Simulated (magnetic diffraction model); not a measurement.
## Which magnetic order? Yb2ZnIr2

Space group P4/mbm (no. 127), a = 7.5560 Å, c = 3.5450 Å.

```csv
site,atom,x,y,z
4g,Ir,0.8732,0.6268,0
4h,Yb,0.1695,0.6695,1/2
2a,Zn,1/2,1/2,0
```

The compound is invented for this exercise: a known structure type with other elements, its cell scaled to their sizes and not relaxed.

Only Yb is taken to order (form factors of Yb3+); orders and moment sizes are assumed, and not adapted to the symmetry. Radiation: neutrons of λ = 2.567 Å (absorption by Ir left out), 8° to 90°; isotropic B of 0.09 Å² (Ir), 0.08 Å² (Yb) and 0.12 Å² (Zn). The intensities are simulated: I ∝ L Σ (|F_N|² + |F_M⊥|²) for unpolarised neutrons, with F_M = 2.695 fm/μB × Σ f(s) S exp(2πi Q·r) exp(−B s²) at Q = H ± k (one set where k and −k are equivalent), only the part normal to Q counting and L = 1/(sin²θ cos θ). For collinear order S is the moment m, which repeats by lattice and centring translations R with the sign exp(−2πi k·R). Form factors are spin-only for 3d ions and dipole or tabulated for f ions, scattering lengths are Sears's of 1992, and absorption is left out. A label names one of the reflections at its angle. The strongest nuclear line in the range is 100, and lines under 0.2 are left out.

Above the ordering temperature:

```csv
2θ (°),index,I
27.80,(1 1 0),10.3
39.72,(2 0 0),3.1
44.65,(2 1 0),0.8
57.43,(2 2 0),4.1
59.54,(2 0 1),16.4
63.30,(2 1 1),100.0
64.98,(3 1 0),34.7
75.53,(3 2 0),8.5
80.75,(3 1 1),1.3
85.60,(4 0 0),10.6
88.91,(4 1 0),10.5
```

Below it (cell unchanged):

```csv
2θ (°),I
23.07,3.0
27.80,10.3
30.42,4.9
36.43,4.6
39.72,3.1
41.68,1.3
44.65,0.8
46.43,0.9
54.99,1.0
57.43,4.1
58.93,2.0
59.54,16.4
63.30,100.0
64.98,34.7
66.69,0.4
69.94,1.0
70.25,1.4
73.43,0.6
73.72,1.2
75.53,8.5
76.85,0.3
77.14,0.5
80.22,1.1
80.51,0.9
80.75,1.3
85.60,10.6
87.17,0.6
88.91,10.5
```

**Question.** Check that the new lines index with k = (0 1/2 1/2), then choose among these models:
A. collinear moments along [001], 2.5 μB on Yb; signs + at (0.1695, 0.6695, 1/2), − at (0.3305, 0.1695, 1/2), − at (0.6695, 0.8305, 1/2), − at (0.8305, 0.3305, 1/2)
B. collinear moments along [100], 2.5 μB on Yb; signs + at (0.1695, 0.6695, 1/2), − at (0.3305, 0.1695, 1/2), − at (0.6695, 0.8305, 1/2), − at (0.8305, 0.3305, 1/2)
C. collinear moments along [100], 2.5 μB on Yb; signs + at (0.1695, 0.6695, 1/2), + at (0.3305, 0.1695, 1/2), − at (0.6695, 0.8305, 1/2), − at (0.8305, 0.3305, 1/2)
D. collinear moments along [001], 2.5 μB on Yb; signs + at (0.1695, 0.6695, 1/2), + at (0.3305, 0.1695, 1/2), − at (0.6695, 0.8305, 1/2), − at (0.8305, 0.3305, 1/2)

The new lines index as (0 1/2 1/2) at 23.07°, (1 1/2 1/2) at 30.42°, (0 3/2 1/2) at 36.43° and (1 3/2 1/2) at 41.68°, that is as H ± k with k = (0 1/2 1/2), one of 2 inequivalent arms of its star (k and −k counted as one), which a powder can't tell apart. Half indices mean that the moments reverse under translations with k·R a half-integer, and the magnetic cell has twice the primitive volume.

Magnetic intensity, observed (below minus above) and for each model:

| 2θ (°) | index | observed | A | B | C | D |
| --- | --- | --- | --- | --- | --- | --- |
| 23.07 | (0 1/2 1/2) | 3.0 | 0.5 | 3.0 | 0.7 | <0.2 |
| 30.42 | (1 1/2 1/2) | 4.9 | 4.4 | 4.9 | 7.2 | 6.5 |
| 36.43 | (0 3/2 1/2) | 4.6 | 3.1 | 4.6 | 2.2 | 1.5 |
| 46.43 | (2 1/2 1/2) | 0.9 | 2.7 | 0.9 | <0.2 | 0.3 |
| 54.99 | (2 3/2 1/2) | 1.0 | 1.3 | 1.0 | 2.7 | 3.2 |
| 66.38 | (3 1/2 1/2) | <0.2 | 0.7 | <0.2 | 0.3 | 2.4 |
| 70.25 | (1 1/2 3/2) | 1.4 | <0.2 | 1.4 | 2.2 | 0.3 |
| 73.43 | (3 3/2 1/2) | 0.6 | 2.1 | 0.6 | 0.3 | 1.1 |

Model B matches.

The structure used: k = (0 1/2 1/2), collinear moments along [100], 2.5 μB on Yb; signs + at (0.1695, 0.6695, 1/2), − at (0.3305, 0.1695, 1/2), − at (0.6695, 0.8305, 1/2), − at (0.8305, 0.3305, 1/2).

[Logs are printed without paths, hosts, clocks, repeated set-up lines and the standing remarks that a program may print on its own settings, such as how far it seeks lower states.]
